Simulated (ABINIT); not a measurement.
# How the form of the self-energy moves the gap of Ba2IBrF2 (P4mm)

Wanted: the gap of Ba2IBrF2 (P4mm) under several approximations, with cost.

Program: ABINIT 10.8.3. Level of theory: PBEsol and many-body steps on it, plane waves. Results are calculated unless marked as measured.

### 1. Set-up

It takes space group P4mm (No. 99, tetragonal). The conventional cell has a = 4.623 Å, b = 4.623 Å, c = 7.991 Å, α = 90.00°, β = 90.00°, γ = 90.00°. Nearest to Ba lie 4 F at 2.70 Å and 4 I at 3.59 Å and 2 Br at 3.89 to 4.10 Å. Nearest to Ba lie 4 F at 2.73 Å and 4 Br at 3.50 Å and 2 I at 3.65 to 4.35 Å and 4 Ba at 4.34 Å. I has 6 Ba at 3.59 to 4.35 Å nearest. Br has 6 Ba at 3.50 to 4.10 Å and 4 F at 3.55 Å nearest. Nearest to F lie 4 Ba at 2.70 to 2.73 Å. Farther neighbours and most contacts between anions are not listed.

The cell and positions are those that the Materials Project relaxed with its own functionals (PBE, PBE+U or r2SCAN), kept fixed. Spin-orbit coupling is left out unless a step names it.

### 2. Empty states on the mesh, 2×2×1 mesh, 166 bands

This step: ABINIT 10.8.3; DFT, PBEsol, plane waves, norm-conserving pseudopotentials.

The sums over transitions need many empty states on a uniform mesh; this step solves for them.

run.abi reads:

```
acell 3*1.0 Angstrom
rprim 
  4.623364000000 0.000000000000 0.000000000000
  0.000000000000 4.623364000000 0.000000000000
  0.000000000000 0.000000000000 7.991386000000
ntypat 4
znucl 56 53 35 9
natom 6
typat 1 1 2 3 4 4
xred 
  0.500000000000 0.500000000000 0.827396000000
  0.000000000000 0.000000000000 0.185191000000
  0.000000000000 0.000000000000 0.641387000000
  0.500000000000 0.500000000000 0.340098000000
  0.500000000000 0.000000000000 0.002964000000
  0.000000000000 0.500000000000 0.002964000000
pp_dirpath "pseudos"
pseudos "Ba.upf, I.upf, Br.upf, F.upf"
ecut 36
ngkpt 2 2 1
nshiftk 1
shiftk 0 0 0
kptopt 1
chksymbreak 0
iscf -2
irdden 1
istwfk *1
nband 166
nbdbuf 14
tolwfr 1e-09
nstep 60
prtvol 0
indata_prefix "in"
outdata_prefix "out"
tmpdata_prefix "tmp"
```

On the command line:

```sh
$ OMP_NUM_THREADS=1 mpirun -n 4 abinit run.abi > log
```

Numbers of over 12 decimals in the logs are rounded to 6 here.

The program printed:

```text
.Version 10.8.3 of ABINIT. v10.8.2 released Aug 2026.

 Symmetries : space group P4 m m (# 99); Bravais tP (primitive tetrag.)
[... echo of the input left out ...]
== DATASET  1 ==================================================================
-   mpi_nproc: 4, omp_nthreads: 1 (-1 if OMP is not activated)
-    --> not optimal distribution: autoparal keyword recommended in input file <--

--- !DatasetInfo
iteration_state: {dtset: 1, }
dimensions: {natom: 6, nkpt: 3, mband: 166, nsppol: 1, nspinor: 1, nspden: 1, mpw: 11965, }
cutoff_energies: {ecut:  36.0, pawecutdg:  -1.0, }
[...]
1.61927    1.61927    1.64493    1.64493    1.64725    1.67671    1.68364    1.68364
   1.69839    1.70209    1.70209    1.70240    1.71220    1.72627    1.72627    1.74626
   1.74847    1.76420    1.77795    1.81263    1.81572    1.81941
 prteigrs : prtvol=0 or 1, do not print more k-points.

== END DATASET(S) ==============================================================
================================================================================

 -outvars: echo values of variables after computation  --------
            nband         166
             nkpt           3
          spgroup          99
 [... the other variables as echoed above ...]

 Calculation completed.
```

Wall time 94 s (4 MPI ranks of Arm Neoverse V1, shared host); peak memory 0.49 GiB.

Numbers from this step:

- gap: 4.250 eV
- k of the valence top: 0, 0, 0
- k of the conduction bottom: 0, 0, 0
- least direct gap: 4.250 eV
- k points computed: 3
- lowest point of the top converged band, above the valence top: 43.15 eV

On this mesh the gap is 4.250 eV.

The density comes from a self-consistent run that is not shown.

### 3. Screening, 2×2×1 mesh, 152 bands, screening to 122.5 eV

The RPA dielectric matrix is built and inverted for each q.

This step: RPA screening on PBEsol, plane waves, norm-conserving pseudopotentials.

Changes to run.abi since step 2:

```diff
@@ -24,10 +24,11 @@
 chksymbreak 0
-iscf -2
-irdden 1
 istwfk *1
-nband 166
-nbdbuf 14
-tolwfr 1e-09
-nstep 60
-prtvol 0
+occopt 1
+irdwfk 1
+optdriver 3
+nband 152
+ecuteps 4.5
+inclvkb 2
+awtr 1
+symchi 1
 indata_prefix "in"
```

The program printed:

```text
.Version 10.8.3 of ABINIT. v10.8.2 released Aug 2026.

 Symmetries : space group P4 m m (# 99); Bravais tP (primitive tetrag.)
[... echo of the input left out ...]
== DATASET  1 ==================================================================
-   mpi_nproc: 4, omp_nthreads: 1 (-1 if OMP is not activated)

--- !DatasetInfo
iteration_state: {dtset: 1, }
dimensions: {natom: 6, nkpt: 3, mband: 152, nsppol: 1, nspinor: 1, nspden: 1, mpw: 11965, }
cutoff_energies: {ecut:  36.0, pawecutdg:  -1.0, }
electrons: {nelect:   4.80000000E+01, charge:   0.00000000E+00, occopt:   1.00000000E+00, tsmear:   1.00000000E-02, }

 SCREENING: Calculation of the susceptibility and dielectric matrices

 Based on a program developped by R.W. Godby, V. Olevano, G. Onida, and L. Reining.
 Incorporated in ABINIT by V. Olevano, G.-M. Rignanese, and M. Torrent.
.Using double precision arithmetic ; gwpc =  8

[... cell and pseudopotentials left out ...]
--------------------------------------------------------------------------------

 ==== K-mesh for the wavefunctions ====
 Number of points in the irreducible wedge :     3
[... list of points left out ...]
 Together with  8 symmetry operations and time-reversal symmetry
 yields     4 points in the full Brillouin Zone.

 ==== Q-mesh for the screening function ====
 Number of points in the irreducible wedge :     3
[... list of points left out ...]
 Together with  8 symmetry operations and time-reversal symmetry
 yields     4 points in the full Brillouin Zone.

 setmesh: FFT mesh size selected  =    32x   32x   60
          total number of points  =        61440

 vcoul_init : cutoff-mode = AUXILIARY_FUNCTION
 q-points for optical limit:   1
     1)      0.000010    0.000020    0.000030

- screening: taking advantage of time-reversal symmetry
- Maximum band index for partially occupied states nbvw = 24
- Remaining bands to be divided among processors   nbcw = 128
- Number of bands treated by each node ~32

 Number of electrons calculated from density =   48.0000; Expected =   48.0000
 average of density, n =  0.041640
 r_s =    1.7898
 omega_plasma =   19.6838 [eV]

 calculating chi0 at frequencies [eV] :
  1    0.000000E+00    0.000000E+00
  2    0.000000E+00    1.968379E+01

--------------------------------------------------------------------------------
  q-point number  1        q = ( 0.000000, 0.000000, 0.000000) [r.l.u.]
--------------------------------------------------------------------------------
[... chi0 elements left out ...]
 For q-point:  0.000010 0.000020 0.000030
  dielectric constant =   3.6822
  dielectric constant without local fields =   4.3174

  Average fulfillment of the sum rule on Im[epsilon] for q-point    1 :     69.68  [%]
[... wings left out ...]
  q-point number  2        q = ( 0.500000, 0.000000, 0.000000) [r.l.u.]
--------------------------------------------------------------------------------
[... chi0 elements left out ...]
  Average fulfillment of the sum rule on Im[epsilon] for q-point    2 :     73.28  [%]

 [... 1 further q-points ...]
```

It took 38 s on 4 MPI ranks; peak memory 1.4 GiB.

This step gave:

| Property | Result |
| --- | --- |
| ε∞ with local fields, on this mesh, along the program's q direction | 3.682 |
| the same without local fields | 4.317 |
| plasma frequency | 19.68 eV |
| plane waves in the screening matrix | 543 |

Local fields lower ε∞ by 15 %. On a Γ-centred mesh this coarse the value itself is usually too large, while a short band sum pulls it down.

### 4. G0W0, Godby-Needs plasmon pole

The self-energy is evaluated for the states that the input lists, and the levels follow from it, in one-shot runs by the linearised quasiparticle equation.

This step: G0W0 on PBEsol, plane waves, norm-conserving pseudopotentials.

Changes to run.abi since step 3:

```diff
@@ -27,8 +27,15 @@
 irdwfk 1
-optdriver 3
+optdriver 4
 nband 152
+gwcalctyp 0
+ecutsigx 36
+symsigma 1
+nkptgw 1
+kptgw 
+  0.0000000000 0.0000000000 0.0000000000
+bdgw 
+  23 26
 ecuteps 4.5
-inclvkb 2
-awtr 1
-symchi 1
+irdscr 1
+ppmodel 1
 indata_prefix "in"
```

The program printed:

```text
.Version 10.8.3 of ABINIT. v10.8.2 released Aug 2026.

 Symmetries : space group P4 m m (# 99); Bravais tP (primitive tetrag.)
[... echo of the input left out ...]
== DATASET  1 ==================================================================
-   mpi_nproc: 4, omp_nthreads: 1 (-1 if OMP is not activated)

--- !DatasetInfo
iteration_state: {dtset: 1, }
dimensions: {natom: 6, nkpt: 3, mband: 152, nsppol: 1, nspinor: 1, nspden: 1, mpw: 11965, }
cutoff_energies: {ecut:  36.0, pawecutdg:  -1.0, }
electrons: {nelect:   4.80000000E+01, charge:   0.00000000E+00, occopt:   1.00000000E+00, tsmear:   1.00000000E-02, }

 SIGMA: Calculation of the GW corrections

 Based on a program developped by R.W. Godby, V. Olevano, G. Onida, and L. Reining.
 Incorporated in ABINIT by V. Olevano, G.-M. Rignanese, and M. Torrent.
.Using double precision arithmetic ; gwpc =  8

[... cell and pseudopotentials left out ...]
--------------------------------------------------------------------------------

 ==== K-mesh for the wavefunctions ====
 Number of points in the irreducible wedge :     3
[... list of points left out ...]
 Together with  8 symmetry operations and time-reversal symmetry
 yields     4 points in the full Brillouin Zone.

 ==== Q-mesh for screening function ====
 Number of points in the irreducible wedge :     3
[... list of points left out ...]
 Together with  8 symmetry operations and time-reversal symmetry
 yields     4 points in the full Brillouin Zone.

 vcoul_init : cutoff-mode = AUXILIARY_FUNCTION
 q-points for optical limit:   1
     1)      0.000010    0.000020    0.000030
 setmesh: FFT mesh size selected  =    48x   48x   81
          total number of points  =       186624

 Number of electrons calculated from density =   48.0000; Expected =   48.0000
 average of density, n =  0.041640
 r_s =    1.7898
 omega_plasma =   19.6838 [eV]

 === KS Band Gaps ===
  >>>> For spin  1
   Minimum direct gap =   4.2500 [eV], located at k-point      :   0.0000  0.0000  0.0000
   Fundamental gap    =   4.2500 [eV], Top of valence bands at :   0.0000  0.0000  0.0000
                                       Bottom of conduction at :   0.0000  0.0000  0.0000
 SIGMA fundamental parameters:
 PLASMON POLE MODEL  1
 number of plane-waves for SigmaX                11965
 number of plane-waves for SigmaC and W            543
 number of plane-waves for wavefunctions         11965
 number of bands                                   152
 number of independent spin polarizations            1
 number of spinorial components                      1
 number of k-points in IBZ                           3
 number of q-points in IBZ                           3
 number of symmetry operations                       8
 number of k-points in BZ                            4
 number of q-points in BZ                            4
 number of frequencies for dSigma/dE                 9
 frequency step for dSigma/dE [eV]                0.25
 number of omega for Sigma on real axis              0
 max omega for Sigma on real axis  [eV]           0.00
 zcut for avoiding poles [eV]                     0.10

 EPSILON^-1 parameters (SCR file):
 dimension of the eps^-1 matrix on file            543
 dimension of the eps^-1 matrix used               543
 number of plane-waves for wavefunctions         11965
 number of bands                                   152
 number of q-points in IBZ                           3
 number of frequencies                               2
 number of real frequencies                          1
 number of imag frequencies                          1

 matrix elements of self-energy operator (all in [eV])

 Perturbative Calculation

--- !SelfEnergy_ee
iteration_state: {dtset: 1, }
kpoint     : [   0.000,    0.000,    0.000, ]
spin       : 1
KS_gap     :    4.250
QP_gap     :    6.191
Delta_QP_KS:    1.941
data: !SigmaeeData |
     Band     E0 <VxcDFT>   SigX SigC(E0)      Z dSigC/dE  Sig(E)    E-E0       E
       23   2.397 -11.959 -15.261   2.090   0.819  -0.221 -12.951  -0.993   1.404
       24   2.397 -11.959 -15.261   2.090   0.819  -0.221 -12.951  -0.993   1.404
       25   6.647  -8.509  -4.148  -3.234   0.842  -0.188  -7.561   0.949   7.595
       26   6.953  -8.356  -3.825  -3.390   0.845  -0.184  -7.392   0.964   7.917

== END DATASET(S) ==============================================================
================================================================================

 -outvars: echo values of variables after computation  --------
           etotal      0.0000000000E+00
            nband         152
             nkpt           3
          spgroup          99
 [... the other variables as echoed above ...]

 Calculation completed.
```

Run time: 12 s. Hardware: 4 MPI ranks; peak memory 1 GiB; 47 s of CPU time.

This step gave:

| Item | Value |
| --- | --- |
| G0W0 gap on the points computed | 6.191 eV |
| starting gap on the mesh | 4.250 eV |
| k of the valence top | 0, 0, 0 |
| k of the conduction bottom | 0, 0, 0 |
| Z at the valence top | 0.819 |
| Z at the conduction bottom | 0.842 |
| least direct G0W0 gap on the computed points | 6.191 eV |

The gap on the mesh goes from 4.25 eV to 6.19 eV, a correction of +1.94 eV.

### 5. G0W0, Hybertsen-Louie plasmon pole

Changes to run.abi since step 4:

```diff
@@ -39,3 +39,3 @@
 irdscr 1
-ppmodel 1
+ppmodel 2
 indata_prefix "in"
```

The program printed:

```text
.Version 10.8.3 of ABINIT. v10.8.2 released Aug 2026.

 Symmetries : space group P4 m m (# 99); Bravais tP (primitive tetrag.)
[... echo of the input left out ...]
== DATASET  1 ==================================================================
-   mpi_nproc: 4, omp_nthreads: 1 (-1 if OMP is not activated)

--- !DatasetInfo
iteration_state: {dtset: 1, }
dimensions: {natom: 6, nkpt: 3, mband: 152, nsppol: 1, nspinor: 1, nspden: 1, mpw: 11965, }
cutoff_energies: {ecut:  36.0, pawecutdg:  -1.0, }
electrons: {nelect:   4.80000000E+01, charge:   0.00000000E+00, occopt:   1.00000000E+00, tsmear:   1.00000000E-02, }

 SIGMA: Calculation of the GW corrections

 Based on a program developped by R.W. Godby, V. Olevano, G. Onida, and L. Reining.
 Incorporated in ABINIT by V. Olevano, G.-M. Rignanese, and M. Torrent.
.Using double precision arithmetic ; gwpc =  8

[... cell and pseudopotentials left out ...]
--------------------------------------------------------------------------------

 ==== K-mesh for the wavefunctions ====
 Number of points in the irreducible wedge :     3
[... list of points left out ...]
 Together with  8 symmetry operations and time-reversal symmetry
 yields     4 points in the full Brillouin Zone.

 ==== Q-mesh for screening function ====
 Number of points in the irreducible wedge :     3
[... list of points left out ...]
 Together with  8 symmetry operations and time-reversal symmetry
 yields     4 points in the full Brillouin Zone.

 vcoul_init : cutoff-mode = AUXILIARY_FUNCTION
 q-points for optical limit:   1
     1)      0.000010    0.000020    0.000030
 setmesh: FFT mesh size selected  =    48x   48x   81
          total number of points  =       186624

 Number of electrons calculated from density =   48.0000; Expected =   48.0000
[...]
number of k-points in IBZ                           3
 number of q-points in IBZ                           3
 number of symmetry operations                       8
 number of k-points in BZ                            4
 number of q-points in BZ                            4
 number of frequencies for dSigma/dE                 9
 frequency step for dSigma/dE [eV]                0.25
 number of omega for Sigma on real axis              0
 max omega for Sigma on real axis  [eV]           0.00
 zcut for avoiding poles [eV]                     0.10

 EPSILON^-1 parameters (SCR file):
 dimension of the eps^-1 matrix on file            543
 dimension of the eps^-1 matrix used               543
 number of plane-waves for wavefunctions         11965
 number of bands                                   152
 number of q-points in IBZ                           3
 number of frequencies                               2
 number of real frequencies                          1
 number of imag frequencies                          1

 matrix elements of self-energy operator (all in [eV])

 Perturbative Calculation

--- !SelfEnergy_ee
iteration_state: {dtset: 1, }
kpoint     : [   0.000,    0.000,    0.000, ]
spin       : 1
KS_gap     :    4.250
QP_gap     :    6.282
Delta_QP_KS:    2.032
data: !SigmaeeData |
     Band     E0 <VxcDFT>   SigX SigC(E0)      Z dSigC/dE  Sig(E)    E-E0       E
       23   2.397 -11.959 -15.261   1.918   0.850  -0.176 -13.136  -1.177   1.219
       24   2.397 -11.959 -15.261   1.918   0.850  -0.176 -13.136  -1.177   1.219
       25   6.647  -8.509  -4.148  -3.382   0.872  -0.146  -7.655   0.854   7.501
       26   6.953  -8.356  -3.825  -3.581   0.870  -0.149  -7.529   0.827   7.780

== END DATASET(S) ==============================================================
================================================================================

 -outvars: echo values of variables after computation  --------
           etotal      0.0000000000E+00
            nband         152
             nkpt           3
          spgroup          99
 [... the other variables as echoed above ...]

 Calculation completed.
```

Wall time 11 s (4 MPI ranks); peak memory 0.96 GiB.

This step gave:

```yaml
g0w0_gap_on_the_points_computed: 6.282 eV
starting_gap_on_the_mesh: 4.250 eV
k_of_the_valence_top: 0, 0, 0
k_of_the_conduction_bottom: 0, 0, 0
z_at_the_valence_top: 0.85
z_at_the_conduction_bottom: 0.872
least_direct_g0w0_gap_on_the_computed_points: 6.282 eV
```

Against G0W0 in ABINIT (2×2×1 mesh, 152 bands, screening to 122.5 eV, Godby-Needs plasmon pole), the gap moves by +0.091 eV.

### 6. G0W0, von der Linden-Horsch plasmon pole

Changes to run.abi since step 5:

```diff
@@ -39,3 +39,3 @@
 irdscr 1
-ppmodel 2
+ppmodel 3
 indata_prefix "in"
```

The program printed:

```text
.Version 10.8.3 of ABINIT. v10.8.2 released Aug 2026.

 Symmetries : space group P4 m m (# 99); Bravais tP (primitive tetrag.)
[... echo of the input left out ...]
== DATASET  1 ==================================================================
-   mpi_nproc: 4, omp_nthreads: 1 (-1 if OMP is not activated)

--- !DatasetInfo
iteration_state: {dtset: 1, }
dimensions: {natom: 6, nkpt: 3, mband: 152, nsppol: 1, nspinor: 1, nspden: 1, mpw: 11965, }
cutoff_energies: {ecut:  36.0, pawecutdg:  -1.0, }
[...]
24   2.397 -11.959 -15.261   1.864   0.853  -0.172 -13.186  -1.227   1.169
       25   6.647  -8.509  -4.148  -3.470   0.879  -0.138  -7.726   0.784   7.430
       26   6.953  -8.356  -3.825  -3.614   0.881  -0.135  -7.548   0.808   7.761

== END DATASET(S) ==============================================================
================================================================================

 -outvars: echo values of variables after computation  --------
           etotal      0.0000000000E+00
            nband         152
             nkpt           3
          spgroup          99
 [... the other variables as echoed above ...]

 Calculation completed.
```

It took 9.9 s on 4 MPI ranks; peak memory 0.91 GiB; 39 s of CPU time.

Numbers from this step:

| Quantity | Value |
| --- | --- |
| G0W0 gap on the points computed | 6.261 eV |
| starting gap on the mesh | 4.250 eV |
| k of the valence top | 0, 0, 0 |
| k of the conduction bottom | 0, 0, 0 |
| least direct G0W0 gap on the computed points | 6.261 eV |

Against G0W0 in ABINIT (2×2×1 mesh, 152 bands, screening to 122.5 eV, Godby-Needs plasmon pole), the gap moves by +0.070 eV.

(Part 1 of 2 ends here.)

[Paths, hosts, dates, memory and timing lines, banners, echoed tables and standing remarks are left out of the program output.]

[Logs are printed without paths, hosts, clocks, repeated set-up lines and the standing remarks that a program may print on its own settings, such as how far it seeks lower states.]

[Runs of the session that timed out or met a known fault of the program may be left out.]

[No measured gap is set beside runs whose start may be inverted or whose files or cutoffs have a known fault.]

[Hosts, paths, dates, database ids (printed as entryN), source tags and the programs' standing remarks are cut or masked in the printed files.]

[G0W0 gaps are taken among the corrected bands and points alone; a level outside them can change the order at an edge.]

[Where Ansatz stands beside ABINIT at settings called matched, ABINIT's density can come from a denser mesh and the files from another edition; pairs whose starting gaps differed by over 0.03 eV were left out, so agreement reads better than it is.]
